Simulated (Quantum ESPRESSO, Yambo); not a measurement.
## InF3 (R-3c): G0W0 in Yambo against the bands

Wanted: the cheapest bands that holds the gap of InF3 (R-3c).

Main program and level: Yambo 5.3.0; LDA and many-body steps on it, plane waves.

### 1. The starting structure

It takes space group R-3c (No. 167, trigonal). Conventional cell: a = 5.204 Å, b = 5.204 Å, c = 14.723 Å, α = 90.00°, β = 90.00°, γ = 120.00°. In has 6 F at 2.08 Å nearest. Nearest to F lie 2 In at 2.08 Å. Farther neighbours and most contacts between anions are not listed.

As a file:

```cif
data_structure
_symmetry_space_group_name_H-M 'R-3c:H'
_symmetry_Int_Tables_number 167
_cell_length_a 5.2043
_cell_length_b 5.2043
_cell_length_c 14.7225
_cell_angle_alpha 90.000
_cell_angle_beta 90.000
_cell_angle_gamma 120.000
_cell_volume 345.33
loop_
_atom_site_label
_atom_site_type_symbol
_atom_site_symmetry_multiplicity
_atom_site_Wyckoff_symbol
_atom_site_fract_x
_atom_site_fract_y
_atom_site_fract_z
_atom_site_occupancy
In1 In 6 b 0.66667 0.33333 0.33333 1
F1 F 18 e 0.64571 0.64571 0.25000 1
```

The cell and positions are those that the Materials Project relaxed with its own functionals (PBE, PBE+U or r2SCAN), kept fixed.

### 2. 54 bands

This step: Yambo 5.3.0; G0W0 on LDA, plane waves, norm-conserving pseudopotentials.

Now the one-shot GW correction: screening in the RPA, then the self-energy of the levels asked for.

Contents of gw1.in:

```
HF_and_locXC
gw0
dyson
ppa
em1d
rim_cut
RandQpts= 1000000
RandGvec= 1 RL
EXXRLvcs= 80 Ry
VXCRLvcs= 320 Ry
Chimod= "HARTREE"
% BndsRnXp
 1 | 54 |
%
NGsBlkXp= 6.5 Ry
% LongDrXp
 1 | 1 | 1 |
%
% GbndRnge
 1 | 54 |
%
DysSolver= "n"
ExtendOut
PPAPntXp= 27.21138 eV
% QPkrange
 7 | 7 | 41 | 44 |
 1 | 1 | 41 | 44 |
%
```

The run is started by

```sh
$ OMP_NUM_THREADS=2 mpirun -n 4 yambo -F gw1.in -J gw1 -C gw1 > gw1.log
```

Log:

```text
 Yambo, version 5.3.0

 [02] CORE Variables Setup
 =========================

  [... cell, symmetries and grids as in the set-up ...]

  [02.05] Energies & Occupations
  ==============================

  [X] === General ===
  [X] Electronic Temperature                        :  0.000000  0.000000 [eV K]
  [X] Bosonic    Temperature                        :  0.000000  0.000000 [eV K]
  [X] Finite Temperature mode                       : no
  [X] El. density                                   :  0.72974E+24 [cm-3]
  [X] Fermi Level                                   :  2.393526 [eV]

  [X] === Gaps and Widths ===
  [X] Conduction Band Min                           :  4.009337 [eV]
  [X] Valence Band Max                              :  0.000000 [eV]
  [X] Filled Bands                                  :   42
  [X] Empty Bands                                   :   43  265
  [X] Direct Gap                                    :  4.041771 [eV]
  [X] Direct Gap localized at k                     :  1
  [X] Indirect Gap                                  :  4.009337 [eV]
  [X] Indirect Gap between kpts                     :   7   1
  [X] Last valence band width                       :  0.129179 [eV]
  [X] 1st conduction band width                     :  3.087633 [eV]

 [03] Transferred momenta grid and indexing
 ==========================================

 IBZ Q-points                                      :  14
 BZ  Q-points                                      :   64

 K/Q-points units:
 rlu = crystal or reduced units; cc = cartesian coordinates; iku = interal k-units

 Q [ 1]         [rlu]:  0.000000  0.000000  0.000000
 Q [ 2]         [rlu]: -0.34882E-16 -0.34882E-16  0.25000
 Q [ 3]         [rlu]:  0.49282E-16  0.49282E-16 -0.50000
 Q [ 4]         [rlu]:  0.18461E-16  0.25000      0.25000
 Q [ 5]         [rlu]:  0.15108E-15  0.25000      0.50000
 Q [ 6]         [rlu]:  0.74563E-16  0.25000     -0.25000
 Q [ 7]         [rlu]: -0.36922E-16 -0.50000     -0.50000
 Q [ 8]         [rlu]:  0.250000  0.250000  0.250000
 Q [ 9]         [rlu]:  0.250000  0.250000  0.500000
 Q [10]         [rlu]:  0.250000  0.250000 -0.250000
 Q [11]         [rlu]:  0.250000  0.500000  0.500000
 Q [12]         [rlu]:  0.250000  0.500000  0.750000
 Q [13]         [rlu]: -0.500000 -0.500000 -0.500000
 Q [14]         [rlu]: -0.25000     -0.16429E-15 -0.50000

 [04] Coloumb potential Random Integration (RIM)
 ===============================================

  [04.01] RIM initialization
  ==========================

  * Diagonal components only detected *

  8 x (sBL volume)        :  0.039915 [a.u.]
  sBZ random points       :  1000000
  Points outside the sBZ  :   7988742
  RL volume               :  0.319323 [a.u.]
  Integrated volume       :  0.319773 [a.u.]

  [04.02] RIM integrals
  =====================

  Gamma point sphere radius             :  0.061991 [a.u.]
  Points outside the sphere             :   799652
  [Int_sBZ(q=0) 1/q^2]*(Vol_sBZ)^(-1/3) =:  7.753065
                                 should be <:  7.795600

  Summary of Coulomb integrals for non-metallic bands |Q|[au] RIM/Bare

  Q [1] 0.100000E-4 0.994544 * Q [8] 0.169379 1.028176
  Q [2] 0.192878 1.076558 * Q [4] 0.216252 1.066047
  Q [9] 0.291577 1.024101 * Q [6] 0.319441 1.030907
  Q [11] 0.337204 1.016845 * Q [13] 0.338758 1.010690
  Q [5] 0.361568 1.021448 * Q [14] 0.361568 1.021767
  Q [10] 0.373154 1.022739 * Q [3] 0.385755 1.020169
  Q [7] 0.432504 1.015207 * Q [12] 0.465617 1.010633

 [WARNING] [Xp] User bands 1-54 break level degeneracy

 [05] Dipoles
 ============

  [05.01] Setup: observables and procedures
  =========================================

  [WARNING] [x,Vnl] slows the Dipoles computation. To neglect it rename the ns.kb_pp file

 [06] Dynamic Dielectric Matrix (PPA)
 ====================================

 [WR./gw1//ndb.pp]---------------------------------------------------------------
  Brillouin Zone Q/K grids (IBZ/BZ)                :   14   64   14   64
  RL vectors                                       :  11327 [WF]
  Coulomb cutoff potential                         : none
  Electronic Temperature                           :  0.000000 [K]
  Bosonic    Temperature                           :  0.000000 [K]
  PPA    diel. fun.  energies                      : Slater exchange(X)+Perdew & Wang(C)
  wavefunctions                                    : Slater exchange(X)+Perdew & Wang(C)
  Global Gauge                                     : length
  X matrix size                                    :  205
  X band range                                     :    1   54
  X e/h energy range                               : -1.000000 -1.000000 [eV]
  X Time ordering                                  : R
  X Hxc Kernel                                     : HARTREE
  X Drude frequency                                :  0.000000  0.000000
  X poles                                          :  100.0000 [o/o]
  RL vectors in the sum                            :  11327
  [r,Vnl] included                                 : yes
  Field direction                                  :  0.577350E-5  0.577350E-5  0.577350E-5
  BZ energy Double Grid                            : no
  BZ energy DbGd points                            : 0
  BZ Q point size factor                           : -1.000000
  X Optical Averaged directions                    : none

 [07] Local Exchange-Correlation + Non-Local Fock
 ================================================

 [VXC] Plane waves :   74873
 [EXS] Plane waves :   9339

 QP @ state[ 1 ] K range:  1  1
 QP @ state[ 1 ] b range:   41   44
 QP @ state[ 2 ] K range:   7   7
 QP @ state[ 2 ] b range:   41   44

 [xc] Functional : Slater exchange(X)+Perdew & Wang(C)
 [xc] LIBXC used to calculate xc functional
  PP Number of Atomic Species                      :  2
  NLCC RL compoments                               :   74873
  PP Number of Atomic Species                      :  2
  NLCC RL compoments                               :   74873

 [xc] E_xc :  -59.69010 [Ha]
      E_xc :  -119.3802 [Ry]

  Local XC kind (lXC) : Slater exchange(X)+Perdew & Wang(C)
  Non-Local XC kind (nlXC) : Hartree-Fock

  Corrections @ K [1] :  [eV]
 <41|nlXC|41> = -30.71631  0.11158E-17 <41|lXC|41> = -22.75048 -0.75527E-15
 <42|nlXC|42> = -30.71630 -0.20145E-17 <42|lXC|42> = -22.75048  0.18882E-15
 <43|nlXC|43> = -10.34929 -0.22287E-17 <43|lXC|43> = -15.00348 -0.56644E-15
 <44|nlXC|44> = -13.25180 -0.16820E-18 <44|lXC|44> = -19.92569  0.18881E-15

  Corrections @ K [7] :  [eV]
 <41|nlXC|41> = -30.87888 -0.56584E-17 <41|lXC|41> = -23.60424  0.37764E-15
 <42|nlXC|42> = -30.81237  0.11876E-16 <42|lXC|42> = -22.91542  0.56645E-15
 <43|nlXC|43> = -12.86166 -0.54819E-18 <43|lXC|43> = -18.19567 -0.47271E-16
 <44|nlXC|44> = -13.06259 -0.28466E-18 <44|lXC|44> = -19.12037  0.18883E-15

 [08] Dyson equation: Newton solver
 ==================================

  [08.01] G0W0 (W PPA)
  ====================

  [  GW  ] Bands range     :    1   54
  [GW/PPA] G damping       :  0.100000 [eV]

  QP @ state[ 1 ] K range:  1  1
  QP @ state[ 1 ] b range:   41   44
  QP @ state[ 2 ] K range:   7   7
  QP @ state[ 2 ] b range:   41   44

   Sc/G bands                                       :    1   54
   Sc/G damping                                     :  0.100000 ev
   Sc bands terminator                              : no
   Sx RL components                                 :   9339

   QP @ state[ 1 ] K range                          :  1  1
   QP @ state[ 1 ] b range                          :   41   44
   QP @ state[ 2 ] K range                          :   7   7
   QP @ state[ 2 ] b range                          :   41   44
   GF energies kind                                 : Slater exchange(X)+Perdew & Wang(C)
   GF WF`s kind                                     : Slater exchange(X)+Perdew & Wang(C)
   Xs energies kind                                 : Slater exchange(X)+Perdew & Wang(C)
   Xs WF`s kind                                     : Slater exchange(X)+Perdew & Wang(C)

 [11] Game Over & Game summary
```

Run time: 67 s. Hardware: 4 MPI ranks of Arm Neoverse V2, shared host; peak memory 6.3 GiB; 7.6 min of CPU time.

Numbers from this step:

| Item | Value |
| --- | --- |
| G0W0 gap on the points computed | 8.992 eV |
| starting gap on the mesh | 4.009 eV |
| k of the valence top | 0, -0.5, -0.5 |
| k of the conduction bottom | 0, 0, 0 |
| least direct G0W0 gap on the computed points | 9.034 eV |
| Z at the valence top | 0.7693 |
| Z at the conduction bottom | 0.8673 |

The gap on the mesh goes from 4.01 eV to 8.99 eV, a correction of +4.98 eV.

### 3. 69 bands

gw2.in, as its differences from gw1.in of step 2:

```diff
@@ -12,3 +12,3 @@
 % BndsRnXp
- 1 | 54 |
+ 1 | 69 |
 %
@@ -19,3 +19,3 @@
 % GbndRnge
- 1 | 54 |
+ 1 | 69 |
 %
```

The run is started by

```sh
$ OMP_NUM_THREADS=2 mpirun -n 4 yambo -F gw2.in -J gw2 -C gw2 > gw2.log
```

Log:

```text
 Yambo, version 5.3.0

 [02] CORE Variables Setup
 =========================

  [... cell, symmetries and grids as in the set-up ...]

  [02.05] Energies & Occupations
  ==============================

  [X] === General ===
  [X] Electronic Temperature                        :  0.000000  0.000000 [eV K]
  [X] Bosonic    Temperature                        :  0.000000  0.000000 [eV K]
  [X] Finite Temperature mode                       : no
  [X] El. density                                   :  0.72974E+24 [cm-3]
  [X] Fermi Level                                   :  2.393526 [eV]

  [X] === Gaps and Widths ===
  [X] Conduction Band Min                           :  4.009337 [eV]
  [X] Valence Band Max                              :  0.000000 [eV]
  [X] Filled Bands                                  :   42
  [X] Empty Bands                                   :   43  265
  [X] Direct Gap                                    :  4.041771 [eV]
  [X] Direct Gap localized at k                     :  1
  [X] Indirect Gap                                  :  4.009337 [eV]
  [X] Indirect Gap between kpts                     :   7   1
  [X] Last valence band width                       :  0.129179 [eV]
  [X] 1st conduction band width                     :  3.087633 [eV]

 [03] Transferred momenta grid and indexing
 ==========================================

 IBZ Q-points                                      :  14
 BZ  Q-points                                      :   64

 K/Q-points units:
 rlu = crystal or reduced units; cc = cartesian coordinates; iku = interal k-units

 Q [ 1]         [rlu]:  0.000000  0.000000  0.000000
 Q [ 2]         [rlu]: -0.34882E-16 -0.34882E-16  0.25000
 Q [ 3]         [rlu]:  0.49282E-16  0.49282E-16 -0.50000
[...]
[xc] LIBXC used to calculate xc functional
  PP Number of Atomic Species                      :  2
  NLCC RL compoments                               :   74873
  PP Number of Atomic Species                      :  2
  NLCC RL compoments                               :   74873

 [xc] E_xc :  -59.69010 [Ha]
      E_xc :  -119.3802 [Ry]

  Local XC kind (lXC) : Slater exchange(X)+Perdew & Wang(C)
  Non-Local XC kind (nlXC) : Hartree-Fock

  Corrections @ K [1] :  [eV]
 <41|nlXC|41> = -30.71631  0.11158E-17 <41|lXC|41> = -22.75048 -0.75527E-15
 <42|nlXC|42> = -30.71630 -0.20145E-17 <42|lXC|42> = -22.75048  0.18882E-15
 <43|nlXC|43> = -10.34929 -0.22287E-17 <43|lXC|43> = -15.00348 -0.56644E-15
[...]
Corrections @ K [7] :  [eV]
[...]
<43|nlXC|43> = -12.86166 -0.54819E-18 <43|lXC|43> = -18.19567 -0.47271E-16
 <44|nlXC|44> = -13.06259 -0.28466E-18 <44|lXC|44> = -19.12037  0.18883E-15

 [08] Dyson equation: Newton solver
 ==================================

  [08.01] G0W0 (W PPA)
  ====================

  [  GW  ] Bands range     :    1   69
  [GW/PPA] G damping       :  0.100000 [eV]

  QP @ state[ 1 ] K range:  1  1
  QP @ state[ 1 ] b range:   41   44
  QP @ state[ 2 ] K range:   7   7
  QP @ state[ 2 ] b range:   41   44

   Sc/G bands                                       :    1   69
   Sc/G damping                                     :  0.100000 ev
   Sc bands terminator                              : no
   Sx RL components                                 :   9339

   QP @ state[ 1 ] K range                          :  1  1
   QP @ state[ 1 ] b range                          :   41   44
   QP @ state[ 2 ] K range                          :   7   7
   QP @ state[ 2 ] b range                          :   41   44
   GF energies kind                                 : Slater exchange(X)+Perdew & Wang(C)
   GF WF`s kind                                     : Slater exchange(X)+Perdew & Wang(C)
   Xs energies kind                                 : Slater exchange(X)+Perdew & Wang(C)
   Xs WF`s kind                                     : Slater exchange(X)+Perdew & Wang(C)

 [11] Game Over & Game summary
```

Run time: 2 min. Hardware: 4 MPI ranks; peak memory 6.3 GiB; 14 min of CPU time.

This step gave:

```
G0W0 gap on the points computed              : 8.409 eV
starting gap on the mesh                     : 4.009 eV
k of the valence top                         : 0, -0.5, -0.5
k of the conduction bottom                   : 0, 0, 0
least direct G0W0 gap on the computed points : 8.455 eV
Z at the valence top                         : 0.7815
Z at the conduction bottom                   : 0.8679
```

Against the run before, the gap moves by −0.583 eV.

### 4. 98 bands

gw3.in, as its differences from gw2.in of step 3:

```diff
@@ -12,3 +12,3 @@
 % BndsRnXp
- 1 | 69 |
+ 1 | 98 |
 %
@@ -19,3 +19,3 @@
 % GbndRnge
- 1 | 69 |
+ 1 | 98 |
 %
```

The run is started by

```sh
$ OMP_NUM_THREADS=2 mpirun -n 4 yambo -F gw3.in -J gw3 -C gw3 > gw3.log
```

Log:

```text
 Yambo, version 5.3.0

 [02] CORE Variables Setup
 =========================

  [... cell, symmetries and grids as in the set-up ...]

  [02.05] Energies & Occupations
  ==============================

  [X] === General ===
  [X] Electronic Temperature                        :  0.000000  0.000000 [eV K]
  [X] Bosonic    Temperature                        :  0.000000  0.000000 [eV K]
  [X] Finite Temperature mode                       : no
  [X] El. density                                   :  0.72974E+24 [cm-3]
[...]
Sx RL components                                 :   9339

   QP @ state[ 1 ] K range                          :  1  1
   QP @ state[ 1 ] b range                          :   41   44
   QP @ state[ 2 ] K range                          :   7   7
   QP @ state[ 2 ] b range                          :   41   44
   GF energies kind                                 : Slater exchange(X)+Perdew & Wang(C)
   GF WF`s kind                                     : Slater exchange(X)+Perdew & Wang(C)
   Xs energies kind                                 : Slater exchange(X)+Perdew & Wang(C)
   Xs WF`s kind                                     : Slater exchange(X)+Perdew & Wang(C)

 [11] Game Over & Game summary
```

Run time: 3.6 min. Hardware: 4 MPI ranks; peak memory 6.3 GiB; 25 min of CPU time.

Numbers from this step:

```
G0W0 gap on the points computed              : 8.023 eV
starting gap on the mesh                     : 4.009 eV
k of the valence top                         : 0, -0.5, -0.5
k of the conduction bottom                   : 0, 0, 0
least direct G0W0 gap on the computed points : 8.073 eV
```

Against the run before, the gap moves by −0.386 eV.

(Part 1 of 2 ends here.)

[Paths, hosts, dates, memory and timing lines, banners, echoed tables and standing remarks are left out of the program output.]

[Logs are printed without paths, hosts, clocks, repeated set-up lines and the standing remarks that a program may print on its own settings, such as how far it seeks lower states.]

[Runs of the session that timed out or met a known fault of the program may be left out.]

[Hosts, paths, dates, database ids (printed as entryN), source tags and the programs' standing remarks are cut or masked in the printed files.]
